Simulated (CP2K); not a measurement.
Two runs for the C K edge of thioformaldehyde. Run A: CP2K XAS_TDP, all-electron GAPW, PBEh(45%), aug-cc-pVTZ, TDA, no relativity. Run B differs in one setting.

First lines with a strength over 0.0015. A:

```tsv
atom	energy (eV)	states	strength, one atom
C1 (bonded to S and 2 H)	279.75	1	0.0647
	285.54	1	0.0027
	286.21	1	0.0274
	286.84	1	0.0106
	287.27	1	0.0053
```

B:

```tsv
atom	energy (eV)	states	strength, one atom
C1 (bonded to S and 2 H)	284.10	1	0.0637
	289.89	1	0.0026
	290.56	1	0.0270
	291.20	1	0.0105
	291.63	1	0.0053
```

**Question.** Which was it: GW2X switched on, scalar relativity switched on, the functional, the basis?

GW2X switched on. GW2X shifts an atom's lines together and keeps their spacings. Against PBEh(45%) in aug-cc-pVTZ, the leading line moves by +4.35 eV, to 284.10 eV.

[Banner, clock and machine lines of the logs are left out without a mark of their own.]

[Logs are printed without paths, hosts, clocks, repeated set-up lines and the standing remarks that a program may print on its own settings, such as how far it seeks lower states.]

[Hosts, paths, dates, database ids (printed as entryN), source tags and the programs' standing remarks are cut or masked in the printed files.]
